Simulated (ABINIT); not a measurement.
# A GW chain in ABINIT: WS2 (Tungstenite)

Wanted: ground state, empty states, screening and self-energy for WS2 (Tungstenite).

Calculated with ABINIT 10.8.3; PBE and many-body steps on it, plane waves.

Report form: the programs' logs are mostly left out.

## (1) Starting point

It takes space group P6_3/mmc (No. 194, hexagonal). Conventional cell: a = 3.153 Å, b = 3.153 Å, c = 12.323 Å, α = 90.00°, β = 90.00°, γ = 120.00°. Nearest to W lie 6 S at 2.40 Å. S has 3 W at 2.40 Å nearest. Farther neighbours and most contacts between anions are not listed.

Structure file:

```cif
data_structure
_symmetry_space_group_name_H-M 'P6_3/mmc'
_symmetry_Int_Tables_number 194
_cell_length_a 3.1532
_cell_length_b 3.1532
_cell_length_c 12.3230
_cell_angle_alpha 90.000
_cell_angle_beta 90.000
_cell_angle_gamma 120.000
_cell_volume 106.11
loop_
_atom_site_label
_atom_site_type_symbol
_atom_site_symmetry_multiplicity
_atom_site_Wyckoff_symbol
_atom_site_fract_x
_atom_site_fract_y
_atom_site_fract_z
_atom_site_occupancy
W1 W 2 c 0.33333 0.66667 0.25000 1
S1 S 4 f 0.33333 0.66667 0.62250 1
```

The cell and positions come from the Crystallography Open Database and are kept as given unless a step says otherwise. Spin-orbit coupling is left out unless a step names it.

## (2) Ground state

This step: ABINIT 10.8.3; DFT, PBE, plane waves, norm-conserving pseudopotentials.

The ground-state density comes first.

run.abi reads:

```
acell 3*1.0 Angstrom
rprim 
  3.153199999992 0.000000000002 0.000000000000
  -1.576599999998 2.730751303206 0.000000000000
  0.000000000000 0.000000000000 12.323000000000
ntypat 2
znucl 74 16
natom 6
typat 1 1 2 2 2 2
xred 
  0.333333333333 0.666666666667 0.250000000000
  0.666666666667 0.333333333333 0.750000000000
  0.333333333333 0.666666666667 0.622500000000
  0.666666666667 0.333333333333 0.122500000000
  0.333333333333 0.666666666667 0.877500000000
  0.666666666667 0.333333333333 0.377500000000
pp_dirpath "pseudos"
pseudos "W.upf, S.upf"
ecut 31
ngkpt 6 6 2
nshiftk 1
shiftk 0 0 0
kptopt 1
chksymbreak 0
nband 33
occopt 1
tolvrs 1e-10
nstep 60
prtwf 0
indata_prefix "in"
outdata_prefix "out"
tmpdata_prefix "tmp"
```

Launch:

```sh
$ OMP_NUM_THREADS=1 mpirun -n 8 abinit run.abi > log
```

Wall time 24 s (8 MPI ranks of Arm Neoverse V2, shared host); peak memory 0.69 GiB; 3.2 min of CPU time.

Numbers from this step:

```yaml
total_energy: -5334.2369 eV
gap: 0.9807 eV
k_of_the_valence_top: 0, 0, 0
k_of_the_conduction_bottom: 0.1667, 0.1667, 0
least_direct_gap: 1.837 eV
pressure: 4.331 GPa
```

The gap is indirect, with the least direct gap 0.86 eV higher.

The cutoff was set for levels, not for stress, so the pressure can be off by some GPa.

## (3) Bands along the symmetry lines

The cheap functional maps the bands first; the places of the edges decide which points the dearer methods must see.

run.abi reads:

```
acell 3*1.0 Angstrom
rprim 
  3.153199999992 0.000000000002 0.000000000000
  -1.576599999998 2.730751303206 0.000000000000
  0.000000000000 0.000000000000 12.323000000000
ntypat 2
znucl 74 16
natom 6
typat 1 1 2 2 2 2
xred 
  0.333333333333 0.666666666667 0.250000000000
  0.666666666667 0.333333333333 0.750000000000
  0.333333333333 0.666666666667 0.622500000000
  0.666666666667 0.333333333333 0.122500000000
  0.333333333333 0.666666666667 0.877500000000
  0.666666666667 0.333333333333 0.377500000000
pp_dirpath "pseudos"
pseudos "W.upf, S.upf"
ecut 31
iscf -2
irdden 1
kptopt 0
nkpt 75
kpt 
  0.00000000 0.00000000 0.00000000
  0.06250000 0.00000000 0.00000000
  0.12500000 0.00000000 0.00000000
  0.18750000 0.00000000 0.00000000
  0.25000000 0.00000000 0.00000000
  0.31250000 0.00000000 0.00000000
  0.37500000 0.00000000 0.00000000
  0.43750000 0.00000000 0.00000000
  0.50000000 0.00000000 0.00000000
  0.47916667 0.04166667 0.00000000
  0.45833333 0.08333333 0.00000000
  0.43750000 0.12500000 0.00000000
  0.41666666 0.16666666 0.00000000
  0.39583333 0.20833333 0.00000000
  0.37500000 0.25000000 0.00000000
  0.35416666 0.29166666 0.00000000
  0.33333333 0.33333333 0.00000000
  0.29166666 0.29166666 0.00000000
  0.25000000 0.25000000 0.00000000
  0.20833333 0.20833333 0.00000000
  0.16666666 0.16666666 0.00000000
  0.12500000 0.12500000 0.00000000
  0.08333333 0.08333333 0.00000000
  0.04166667 0.04166667 0.00000000
  0.00000000 0.00000000 0.00000000
  0.00000000 0.00000000 0.06250000
  0.00000000 0.00000000 0.12500000
  0.00000000 0.00000000 0.18750000
  0.00000000 0.00000000 0.25000000
  0.00000000 0.00000000 0.31250000
  0.00000000 0.00000000 0.37500000
  0.00000000 0.00000000 0.43750000
  0.00000000 0.00000000 0.50000000
  0.06250000 0.00000000 0.50000000
  0.12500000 0.00000000 0.50000000
  0.18750000 0.00000000 0.50000000
  0.25000000 0.00000000 0.50000000
  0.31250000 0.00000000 0.50000000
  0.37500000 0.00000000 0.50000000
  0.43750000 0.00000000 0.50000000
  0.50000000 0.00000000 0.50000000
  0.47916667 0.04166667 0.50000000
  0.45833333 0.08333333 0.50000000
  0.43750000 0.12500000 0.50000000
  0.41666666 0.16666666 0.50000000
  0.39583333 0.20833333 0.50000000
  0.37500000 0.25000000 0.50000000
  0.35416666 0.29166666 0.50000000
  0.33333333 0.33333333 0.50000000
  0.29166666 0.29166666 0.50000000
  0.25000000 0.25000000 0.50000000
  0.20833333 0.20833333 0.50000000
  0.16666666 0.16666666 0.50000000
  0.12500000 0.12500000 0.50000000
  0.08333333 0.08333333 0.50000000
  0.04166667 0.04166667 0.50000000
  0.00000000 0.00000000 0.50000000
  0.50000000 0.00000000 0.50000000
  0.50000000 0.00000000 0.43750000
  0.50000000 0.00000000 0.37500000
  0.50000000 0.00000000 0.31250000
  0.50000000 0.00000000 0.25000000
  0.50000000 0.00000000 0.18750000
  0.50000000 0.00000000 0.12500000
  0.50000000 0.00000000 0.06250000
  0.50000000 -0.00000000 0.00000000
  0.33333333 0.33333333 0.50000000
  0.33333333 0.33333333 0.43750000
  0.33333333 0.33333333 0.37500000
  0.33333333 0.33333333 0.31250000
  0.33333333 0.33333333 0.25000000
  0.33333333 0.33333333 0.18750000
  0.33333333 0.33333333 0.12500000
  0.33333333 0.33333333 0.06250000
  0.33333333 0.33333333 0.00000000
istwfk *1
nband 38
nbdbuf 7
tolwfr 1e-07
nstep 50
prtwf 0
prtvol 0
indata_prefix "in"
outdata_prefix "out"
tmpdata_prefix "tmp"
```

Elapsed: 49 s, on 8 MPI ranks; peak memory 0.8 GiB; 6.1 min of CPU time.

This step gave:

- gap: 0.9807 eV
- k of the valence top: 0, 0, 0
- k of the conduction bottom: 0.1667, 0.1667, 0
- least direct gap: 1.837 eV

The gap is 0.981 eV, as in the run before at this level.

Electronic bands along the path, in eV, zero at the top of the highest filled band:

| point | band 23 | band 24 | band 25 | band 26 | band 27 | band 28 | band 29 | band 30 |
| --- | --- | --- | --- | --- | --- | --- | --- | --- |
| Γ | -2.19 | -1.52 | -1.22 | 0.00 | 2.31 | 2.31 | 2.32 | 2.32 |
| halfway | -2.57 | -1.88 | -1.62 | -1.48 | 1.35 | 1.85 | 2.08 | 2.30 |
| M | -1.97 | -1.76 | -1.71 | -1.53 | 2.33 | 2.38 | 2.61 | 2.91 |
| halfway | -3.01 | -2.62 | -1.21 | -0.96 | 1.96 | 2.06 | 2.69 | 2.91 |
| K | -2.94 | -2.94 | -0.74 | -0.53 | 1.31 | 1.31 | 2.05 | 3.28 |
| halfway | -2.11 | -1.85 | -1.53 | -1.50 | 0.98 | 1.83 | 2.08 | 2.19 |
| Γ | -2.19 | -1.52 | -1.22 | 0.00 | 2.31 | 2.31 | 2.32 | 2.32 |
| halfway | -2.20 | -2.13 | -0.74 | -0.08 | 2.31 | 2.31 | 2.31 | 2.31 |
| A | -2.21 | -2.21 | -0.32 | -0.32 | 2.30 | 2.30 | 2.30 | 2.30 |
| halfway | -2.36 | -2.36 | -1.51 | -1.51 | 1.77 | 1.77 | 1.96 | 1.96 |
| L | -1.87 | -1.87 | -1.60 | -1.60 | 2.35 | 2.35 | 2.78 | 2.78 |
| halfway | -2.88 | -2.88 | -1.07 | -1.07 | 2.01 | 2.01 | 2.86 | 2.86 |
| H | -3.11 | -3.11 | -0.65 | -0.65 | 1.31 | 1.31 | 2.58 | 2.58 |
| halfway | -2.04 | -2.04 | -1.51 | -1.51 | 1.38 | 1.38 | 2.22 | 2.22 |
| A | -2.21 | -2.21 | -0.32 | -0.32 | 2.30 | 2.30 | 2.30 | 2.30 |
| jump to L | -1.87 | -1.87 | -1.60 | -1.60 | 2.35 | 2.35 | 2.78 | 2.78 |
| halfway | -1.94 | -1.79 | -1.67 | -1.55 | 2.34 | 2.37 | 2.67 | 2.88 |
| M | -1.97 | -1.76 | -1.71 | -1.53 | 2.33 | 2.38 | 2.61 | 2.91 |
| jump to H | -3.11 | -3.11 | -0.65 | -0.65 | 1.31 | 1.31 | 2.58 | 2.58 |
| halfway | -3.01 | -3.01 | -0.71 | -0.57 | 1.31 | 1.31 | 2.20 | 3.04 |
| K | -2.94 | -2.94 | -0.74 | -0.53 | 1.31 | 1.31 | 2.05 | 3.28 |

## (4) Empty states on the mesh, 3×3×1 mesh, 429 bands

The sums over transitions need many empty states on a uniform mesh; this step solves for them.

run.abi reads:

```
acell 3*1.0 Angstrom
rprim 
  3.153199999992 0.000000000002 0.000000000000
  -1.576599999998 2.730751303206 0.000000000000
  0.000000000000 0.000000000000 12.323000000000
ntypat 2
znucl 74 16
natom 6
typat 1 1 2 2 2 2
xred 
  0.333333333333 0.666666666667 0.250000000000
  0.666666666667 0.333333333333 0.750000000000
  0.333333333333 0.666666666667 0.622500000000
  0.666666666667 0.333333333333 0.122500000000
  0.333333333333 0.666666666667 0.877500000000
  0.666666666667 0.333333333333 0.377500000000
pp_dirpath "pseudos"
pseudos "W.upf, S.upf"
ecut 31
ngkpt 3 3 1
nshiftk 1
shiftk 0 0 0
kptopt 1
chksymbreak 0
iscf -2
irdden 1
istwfk *1
nband 429
nbdbuf 38
tolwfr 1e-09
nstep 60
prtvol 0
indata_prefix "in"
outdata_prefix "out"
tmpdata_prefix "tmp"
```

Launch:

```sh
$ OMP_NUM_THREADS=2 mpirun -n 3 abinit run.abi > log
```

Elapsed: 12 min, on 3 MPI ranks; peak memory 0.38 GiB; 34 min of CPU time.

This step gave:

```yaml
gap: 1.305 eV
k_of_the_valence_top: 0, 0, 0
k_of_the_conduction_bottom: 0.3333, 0.3333, 0
least_direct_gap: 1.837 eV
k_points_computed: 3
lowest_point_of_the_top_converged_band_above_the_valence_top: 116.9973 eV
```

On this mesh the gap is 1.305 eV. The earlier step found 0.981 eV, so this mesh misses an edge.

## (5) Screening, 3×3×1 mesh, 391 bands, screening to 179.6 eV

The RPA dielectric matrix is built and inverted for each q.

This step: RPA screening on PBE, plane waves, norm-conserving pseudopotentials.

Edit run.abi of step 4 so:

```diff
@@ -24,10 +24,11 @@
 chksymbreak 0
-iscf -2
-irdden 1
 istwfk *1
-nband 429
-nbdbuf 38
-tolwfr 1e-09
-nstep 60
-prtvol 0
+occopt 1
+irdwfk 1
+optdriver 3
+nband 391
+ecuteps 6.6
+inclvkb 2
+awtr 1
+symchi 1
 indata_prefix "in"
```

Launch:

```sh
$ OMP_NUM_THREADS=1 mpirun -n 8 abinit run.abi > log
```

Wall time 62 s (8 MPI ranks); peak memory 2.2 GiB.

Numbers from this step:

| Item | Value |
| --- | --- |
| ε∞ with local fields, on this mesh, along the program's q direction | 17.37 |
| the same without local fields | 19.49 |
| plasma frequency | 25.99 eV |
| plane waves in the screening matrix | 573 |

Local fields lower ε∞ by 11 %. On a Γ-centred mesh this coarse the value itself is usually too large, while a short band sum pulls it down.

## (6) Self-energy, 3×3×1 mesh, 391 bands, screening to 179.6 eV

The self-energy is evaluated for the states that the input lists, and the levels follow from it, in one-shot runs by the linearised quasiparticle equation.

This step: G0W0 on PBE, plane waves, norm-conserving pseudopotentials.

Edit run.abi of step 5 so:

```diff
@@ -27,8 +27,19 @@
 irdwfk 1
-optdriver 3
+optdriver 4
 nband 391
+gwcalctyp 0
+ecutsigx 31
+symsigma 1
+nkptgw 3
+kptgw 
+  0.0000000000 0.0000000000 0.0000000000
+  0.3333333333 0.0000000000 0.0000000000
+  0.3333333333 0.3333333333 0.0000000000
+bdgw 
+  13 30
+  13 30
+  13 30
 ecuteps 6.6
-inclvkb 2
-awtr 1
-symchi 1
+irdscr 1
+ppmodel 1
 indata_prefix "in"
```

Elapsed: 2.6 min, on 8 MPI ranks; peak memory 2.3 GiB.

Numbers from this step:

```
G0W0 gap on the points computed              : 1.966 eV
starting gap on the mesh                     : 1.305 eV
k of the valence top                         : 0, 0, 0
k of the conduction bottom                   : 0.3333, 0.3333, 0
Z at the valence top                         : 0.781
Z at the conduction bottom                   : 0.782
least direct G0W0 gap on the computed points : 2.518 eV
```

The gap on the mesh goes from 1.31 eV to 1.97 eV, a correction of +0.66 eV. The start differs from the 0.98 eV found before because the two sample other k points.

Limits: finite bands, cutoff and mesh; no spin-orbit coupling; coarse k mesh. v1 is the top filled band, c1 the lowest empty one. Levels before and after the correction, in eV, zero at the valence-band top of each column:

|  | conduction bottom | valence top |
| --- | --- | --- |
| Kohn-Sham | 1.31 | 0.00 |
| G0W0 | 1.97 | 0.00 |

|  | level | energy (eV) |
| --- | --- | --- |
| Kohn-Sham | Γ v3 | -1.516 |
| Kohn-Sham | Γ v2 | -1.221 |
| Kohn-Sham | Γ v1 | 0.000 |
| Kohn-Sham | Γ c1-c2 | 2.311 |
| Kohn-Sham | Γ c3 | 2.321 |
| Kohn-Sham | (0.333 0.333 0) v3 | -2.937 |
| Kohn-Sham | (0.333 0.333 0) v2 | -0.739 |
| Kohn-Sham | (0.333 0.333 0) v1 | -0.532 |
| Kohn-Sham | (0.333 0.333 0) c1-c2 | 1.305 |
| Kohn-Sham | (0.333 0.333 0) c3 | 2.054 |
| G0W0 | Γ v3 | -2.005 |
| G0W0 | Γ v2 | -1.286 |
| G0W0 | Γ v1 | 0.000 |
| G0W0 | Γ c1-c2 | 2.825 |
| G0W0 | Γ c3 | 2.822 |
| G0W0 | (0.333 0.333 0) v3 | -3.357 |
| G0W0 | (0.333 0.333 0) v2 | -0.786 |
| G0W0 | (0.333 0.333 0) v1 | -0.552 |
| G0W0 | (0.333 0.333 0) c1-c2 | 1.966 |
| G0W0 | (0.333 0.333 0) c3 | 2.517 |

## (7) Where the time went

Times are wall times on the hardware named with each run, good to a factor of about two.

| step | time | share | memory (GiB) |
| --- | --- | --- | --- |
| ground state | 24 s | 2 % | 0.69 |
| bands along the symmetry lines | 49 s | 5 % | 0.8 |
| empty states on the mesh | 12 min | 71 % | 0.38 |
| screening | 62 s | 6 % | 2.2 |
| self-energy | 2.6 min | 16 % | 2.3 |

## (8) Results

```
PBE gap                              : 0.98 eV, indirect
G0W0 gap on the mesh                 : 1.97 eV
G0W0 gap over the zone (rigid shift) : 1.64 eV
GW settings                          : 3×3×1 mesh, 391 bands, screening to 179.6 eV, Godby-Needs plasmon pole
known limits                         : not at the basis limit; no spin-orbit coupling; coarse k mesh
```

G0W0 moves the gap on the mesh from 1.31 eV to 1.97 eV (+0.66 eV), with Z of 0.78 and 0.78 at the edges. The mesh misses the band edges by 0.32 eV in all; a rigid shift gives 1.64 eV for the zone. Local fields lower the RPA ε∞ on this mesh from 19.49 to 17.37; a Γ-centred mesh this coarse tends to raise both, most where the direct gap is narrow, while a short band sum lowers them. The dearest step here is «empty states on the mesh». Bands and cutoff are finite, so the gap is not at the basis limit. The miss can reach some tenths of an eV and take either sign; the mesh is an error of its own. A denser mesh or path gives a starting gap of 0.98 eV: the GW mesh misses a band edge, so its gaps are not the fundamental one. The 3×3×1 mesh is coarse for this cell, which bears on the long-range parts of exchange and screening. The many-body steps are scalar-relativistic: spin-orbit coupling is not in them.

[Paths, hosts, dates, memory and timing lines, banners, echoed tables and standing remarks are left out of the program output.]

[Logs are printed without paths, hosts, clocks, repeated set-up lines and the standing remarks that a program may print on its own settings, such as how far it seeks lower states.]

[Runs of the session that timed out or met a known fault of the program may be left out.]

[Hosts, paths, dates, database ids (printed as entryN), source tags and the programs' standing remarks are cut or masked in the printed files.]

[G0W0 gaps are taken among the corrected bands and points alone; a level outside them can change the order at an edge.]

[Where Ansatz stands beside ABINIT at settings called matched, ABINIT's density can come from a denser mesh and the files from another edition; pairs whose starting gaps differed by over 0.03 eV were left out, so agreement reads better than it is.]
